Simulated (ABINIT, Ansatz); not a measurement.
# SiPbSe3 (Pm-3m): zone-centre phonons, part 4 of 4

Which modes does SiPbSe3 (Pm-3m) have at the zone centre?

ABINIT 10.8.3; DFT LDA, scalar-relativistic, plane waves, HGH norm-conserving pseudopotentials.

So far. Step 7 (Linear response at Γ): The acoustic modes at Γ come out as far as 2.9 cm⁻¹ from zero, where they should vanish, a small numerical error. The lowest optical mode is imaginary, 102i cm⁻¹, an instability at this level and on this k mesh. Step 8 (Zone-centre analysis): The rule moves no optical mode by more than 0.2 cm⁻¹.

The structure was built from a prototype and need not be the compound's stable phase.

## 9. Cross-check with Ansatz

The same cell goes through another code, with its own cutoff. The potentials differ.

This step: DFT LDA, scalar-relativistic, plane waves, PseudoDojo norm-conserving pseudopotentials (Ansatz 0.2.0).

Input file input.yaml:

```yaml
crystal:
  lattice:
    - [4.8231543105, 0.0, 0.0]
    - [0.0, 4.8231543105, 0.0]
    - [0.0, 0.0, 4.8231543105]
  atoms:
    - { symbol: Pb, position: [0.0, 0.0, 0.0] }
    - { symbol: Si, position: [0.5, 0.5, 0.5] }
    - { symbol: Se, position: [0.5, 0.5, 0.0] }
    - { symbol: Se, position: [0.5, 0.0, 0.5] }
    - { symbol: Se, position: [0.0, 0.5, 0.5] }
kpoints:
  mp_grid: { grid: [6, 6, 6] }
hamiltonian:
  xc: lda
  pseudopotentials: { kind: nc, accuracy: standard }
scf:
  occupations: { method: fermi_dirac, width: 0.27211 }
output:
  eigenvalues: true
phonons:
  method: dfpt
```

Started as:

```
$ ansatz run input.yaml --threads 4 --pin off --max-ram 8192MiB --backend cpu --events-out ev --progress --plain --runs-dir out
```

Output:

```text
band count auto-derived: 43 (N_el = 66.0; filled up to band 33; 40 by the electrons, moments and atoms)
zone centre: on kpoints.mp_grid the ground state, and the responses unless they are solved on pairs of k-points, stand on 64 of the mesh's 216 k-points, reduced under 8 symmetry operations, with k and −k counted as one. Each operation leaves every solved displacement unchanged or reverses it
Engine: ansatz 0.2.0, aarch64-unknown-linux-gnu
Pseudopotentials: kind: nc
Pseudopotential: Pb, nc, valence charge 14, recommended cutoff 761.918815 eV (normal), Pb.nc.azcp (PseudoDojo's, or run here from an input of PseudoDojo's; its table is named by hamiltonian.pseudopotentials.accuracy)
Pseudopotential: Si, nc, valence charge 4, recommended cutoff 435.38218 eV (normal), Si.nc.azcp (PseudoDojo's, or run here from an input of PseudoDojo's; its table is named by hamiltonian.pseudopotentials.accuracy)
Pseudopotential: Se, nc, valence charge 16, recommended cutoff 1170.089609 eV (normal), Se.nc.azcp (PseudoDojo's, or run here from an input of PseudoDojo's; its table is named by hamiltonian.pseudopotentials.accuracy)
Functional definition: SPW92
  exchange = slater_x
  correlation = pw_c
Crystal: 5 atoms, lattice volume = 112.200 Å³
Basis set: ecut = 1170.089609 eV, 10131 PW (Γ), exchange–correlation on 108×108×108 points (8 copies of the dense FFT grid, shifted against one another)
Bands: 43, of which v1, the nominal top of the filled ones, is band 33 counted from 1 (32 counted from 0)
Symmetry: 48 space group operations
k-points: 64 of 216 (irreducible under 8 space group operations)
Non-local potential: Pb, projectors of the file, l = 0: 2, l = 1: 2, l = 2: 2
Non-local potential: Si, projectors of the file, l = 0: 2, l = 1: 2, l = 2: 2
Non-local potential: Se, projectors of the file, l = 0: 2, l = 1: 2, l = 2: 2
Initial density: superposition of atomic densities (chi_scale 0.1, normalization cell, long waves kept (reshape's long-wave potential 0.00 eV rms))
Initial wavefunctions: pseudopotential atomic-orbital guess
Functional: x = slater, c = lda
SCF iter   1: F=—  HF=-11921.404540 eV  |F-HF|=—  |Δ(HF+E_count)|=         —  Δρ=2.12e-2  dr2=8.30e-1  ethr=3.10e-3  ⟨swp⟩=8.6  Hψ=12344  notcnv=0
preconditioner: auto → Kerker (q_TF=auto, 2.497 Å⁻¹)  [metal: Δε(μ)=0.025 eV  Ē_g=13.605 eV  σ=0.272 eV  W_gap=0.02  n_scr=26 (ndim 8)  ℏωp=21.0 eV  f_vac=0.000  D(μ)=2.57/eV (n_scr^D=18)]
SCF iter   2: F=—  HF=-11921.266701 eV  |F-HF|=—  |Δ(HF+E_count)|=   1.38e-1  Δρ=1.34e-2  dr2=4.27e-1  ethr=1.26e-3  ⟨swp⟩=1.0  Hψ=3264  notcnv=0
SCF iter   3: F=—  HF=-11921.132924 eV  |F-HF|=—  |Δ(HF+E_count)|=   1.34e-1  Δρ=2.33e-3  dr2=6.33e-3  ethr=6.47e-4  ⟨swp⟩=2.0  Hψ=3101  notcnv=0
SCF iter   4: F=—  HF=-11921.131900 eV  |F-HF|=—  |Δ(HF+E_count)|=   1.02e-3  Δρ=5.45e-4  dr2=5.93e-4  ethr=9.58e-6  ⟨swp⟩=2.2  Hψ=4649  notcnv=0
SCF iter   5: F=—  HF=-11921.131757 eV  |F-HF|=—  |Δ(HF+E_count)|=   1.42e-4  Δρ=1.35e-4  dr2=2.26e-5  ethr=8.98e-7  ⟨swp⟩=2.0  Hψ=3623  notcnv=0
SCF iter   6: F=—  HF=-11921.131766 eV  |F-HF|=—  |Δ(HF+E_count)|=   8.39e-6  Δρ=2.67e-5  dr2=8.54e-7  ethr=3.42e-8  ⟨swp⟩=2.0  Hψ=3494  notcnv=0
SCF iter   7: F=—  HF=-11921.132163 eV  |F-HF|=—  |Δ(HF+E_count)|=   3.97e-4  Δρ=5.85e-6  dr2=3.54e-8  ethr=1.29e-9  ⟨swp⟩=2.1  Hψ=3940  notcnv=0
SCF iter   8: F=—  HF=-11921.132163 eV  |F-HF|=—  |Δ(HF+E_count)|=   6.00e-9  Δρ=1.41e-6  dr2=3.33e-9  ethr=5.37e-11  ⟨swp⟩=2.3  Hψ=4692  notcnv=0
SCF iter   9: F=—  HF=-11921.132163 eV  |F-HF|=—  |Δ(HF+E_count)|=  5.46e-12  Δρ=4.01e-7  dr2=2.71e-10  ethr=5.05e-12  ⟨swp⟩=1.9  Hψ=3459  notcnv=0
SCF iter  10: F=-11921.132163 eV  HF=-11921.132163 eV  |F-HF|=0.00e0  |Δ(HF+E_count)|=  2.00e-11  Δρ=7.57e-8  dr2=5.32e-12  ethr=1.00e-12  ⟨swp⟩=8.1  Hψ=16826  notcnv=0
SCF 1 converged in 10 iterations: F = -11921.132163 eV  dr2 = 5.32e-12
DFPT response loops at Γ: preconditioner auto → Kerker (q_TF=auto, 2.497 Å⁻¹) (partly filled bands, converged f_vac=0.000); β = 1.00, the filter's whole step (`scf.mixing.beta` (0.50) is not read by the response loops under this deck's `scf.mixing.preconditioner`; to damp them name `kerker` or `kerker_dos`, under which they read `scf.mixing.beta`, and type it under 1.00, their step now; both keys bind the ground state too); Broyden in place of MSR1
SCF converged after 10 iterations
Free energy (F): -11921.132163 eV
Harris-Foulkes:  -11921.132163 eV  (|F-HF|=0.00e0)
Internal energy: -11920.529176 eV  (E = F + TS)
E sigma→0 (E₀):  -11920.830669 eV
Entropy (-TS):   -0.602987 eV (-120.597 meV/atom)
Fermi energy:    10.089014 eV
--- Per-component energies (eV) ---
  E_band       = -1091.565823
  E_kinetic    = 7378.362909
  E_local      = -8592.299705  (includes V_loc(G=0)·N_el)
  E_nonlocal   = -4527.920700
  E_hartree    = 3194.020614
  E_xc         = -2528.573809
  E_vxc        = -1737.749508  (∫ρ·V_xc dr)
  E_ewald      = -6844.118486
  E_smearing   = -0.602987  (= −TS)
  E_closure    = -0.000000  (closes the sum)
  Σ components = -11921.132163   (vs F -11921.132163, Δ=0.00e0)
--- Band table (eV; the first three rows and the last of 64) ---
  k-point 0: bands = [... 29 lower, 8.4959, 8.4959, 8.8678, 8.8678, 8.8678, 14.1044, 14.1044, 14.1044, ... 6 higher]
  k-point 1: bands = [... 29 lower, 8.2064, 8.6822, 8.8310, 8.8310, 9.2257, 13.0352, 13.6797, 13.6797, ... 6 higher]
  k-point 2: bands = [... 29 lower, 7.5055, 8.3606, 9.0093, 9.0093, 10.4919, 11.4928, 13.0225, 13.0225, ... 6 higher]
  k-point 63: bands = [... 29 lower, 8.4580, 10.6042, 10.6042, 10.6042, 11.8307, 11.8307, 11.8307, 14.1188, ... 6 higher]
--- Phonons (Γ-DFPT): 4 representative perturbations + reference, on 64 of 216 k-points (Σ response iterations 12) ---
  k mesh reduced under 8 symmetry operations, with k and −k counted as one. Each operation leaves every solved displacement unchanged or reverses it
  ASR residual: 2.920e-4 → 0.000e0 eV/Å²; symmetrization residual: 6.348e-5 eV/Å²
  ASR residual per site (eV/Å²): 2.92e-4 1.41e-5 1.12e-4 1.12e-4 1.12e-4
  Γ frequencies (cm⁻¹): -97.78 -97.78 -97.78 -58.64 -58.64 -58.64 -39.77 -39.77 -39.77 0.00 0.00 0.00 229.86 229.86 229.86
  non-analytic LO–TO correction: not included (Born effective charges unavailable; polar crystals: no LO–TO splitting at Γ)
```

Elapsed: 2.6 min, on 4 threads of Arm Neoverse V1, shared host; peak memory 3.4 GiB.

Numbers from this step:

| Item | Value |
| --- | --- |
| sum-rule residual before enforcement | 2.92e-4 eV/Å² |
| highest optical zone-centre mode (no LO-TO term) | 229.9 cm⁻¹ |
| lowest optical zone-centre mode | -97.78 cm⁻¹ |

## 10. The two compared: ABINIT HGH and Ansatz, PseudoDojo

Numbers from this step:

- root-mean-square difference: 5.42 cm⁻¹
- largest difference: 8.36 cm⁻¹

Optical modes, paired by symmetry label. Frequencies side by side, by row:

```csv
q (reciprocal lattice),mode,ABINIT HGH (cm⁻¹),"Ansatz, PseudoDojo (cm⁻¹)"
0 0 0,1,-102.3,-97.78
0 0 0,2,-102.3,-97.78
0 0 0,3,-102.3,-97.78
0 0 0,4,-60.3,-58.64
0 0 0,5,-60.3,-58.64
0 0 0,6,-60.3,-58.64
0 0 0,7,-44.7,-39.77
0 0 0,8,-44.7,-39.77
0 0 0,9,-44.7,-39.77
0 0 0,13,221.5,229.9
0 0 0,14,221.5,229.9
0 0 0,15,221.5,229.9
```

At the zone centre the largest difference (acoustic modes at Γ apart) is 4 % of the highest mode.

## 11. Summary of results

```
space group after relaxation                                           : Pm-3m
volume per atom                                                        : 22.4 Å³
highest optical zone-centre mode (no LO-TO term)                       : 221.5 cm⁻¹
lowest optical zone-centre mode                                        : -102.3 cm⁻¹
imaginary optical modes at the zone centre (no q mesh in this session) : yes
largest difference from Ansatz, PseudoDojo                             : 8.36 cm⁻¹
```

In words: At the LDA level the optical modes of SiPbSe3 (Pm-3m) at the zone centre run from 102i to 222 cm⁻¹, so the structure is a saddle point, with 9 modes beyond 10i cm⁻¹ there. The base run prints -1.1 GPa, mostly the error of a finite basis; the relaxation, with a smoothed and higher cutoff, had brought the cell to rest. ABINIT HGH and Ansatz, PseudoDojo differ by 5.4 cm⁻¹ in the root mean square and by 8.4 cm⁻¹ at most, 3.8 % of the highest mode compared (acoustic modes at Γ left out); the two use different potentials, and the cell was not relaxed for the second set. These are harmonic frequencies: anharmonic shifts and widths and the lattice's thermal expansion are left out. The Fermi-Dirac smearing of 0.01 Ha is an electronic temperature of 3158 K, which adds a pressure of its own and can shift the volume and soft modes. Spin-orbit coupling is left out, which can matter for the heavy elements here. The HGH files keep few electrons and have no core correction, which is cheap but rough for Pb. In a metal the frequencies hang on the k mesh and the smearing, most of all near Kohn anomalies. The structure is a hypothetical one, built on a prototype.

[Host names and launcher messages were left out of these logs when they were recorded.]

[Logs are printed without paths, hosts, clocks, repeated set-up lines and the standing remarks that a program may print on its own settings, such as how far it seeks lower states.]

[Hosts, paths, dates, database ids (printed as entryN), source tags and the programs' standing remarks are cut or masked in the printed files.]
